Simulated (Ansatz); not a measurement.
Rows from a G0W0 calculation on SiO2 (Stishovite) (Ansatz 0.2.0; G0W0 on PBE, plane waves, PAW; 6×6×10 mesh, 121 empty bands, screening to 110 eV, hard PAW files), in eV. Spin-orbit coupling is left out.

```csv
row,Σx,Σc,Vxc,Z
A,-27.78,4.62,-22.06,0.82
B,-13.87,-4.30,-19.84,0.85
C,-7.60,-4.49,-13.53,0.86
D,-28.26,4.89,-22.27,0.81
```

Which rows are filled states and which are empty ones, and how can one tell?

Filled: A and D. Empty: B and C. The sign of Σc tells: for a filled state bare exchange, which holds its interaction with itself, lies below Vxc (Σx − Vxc is -5.7 eV or lower here) and screening gives part back as a positive Σc. For an empty state Σx lies above Vxc (+5.9 eV or more) and the Coulomb hole leaves Σc negative.

[Paths, hosts, dates, memory and timing lines, banners, echoed tables and standing remarks are left out of the program output.]

[Logs are printed without paths, hosts, clocks, repeated set-up lines and the standing remarks that a program may print on its own settings, such as how far it seeks lower states.]

[Runs of the session that timed out or met a known fault of the program may be left out.]

[Cells called generated may have been cut or substituted from an entry of the Crystallography Open Database or the Materials Project.]

[Hosts, paths, dates, database ids (printed as entryN), source tags and the programs' standing remarks are cut or masked in the printed files.]
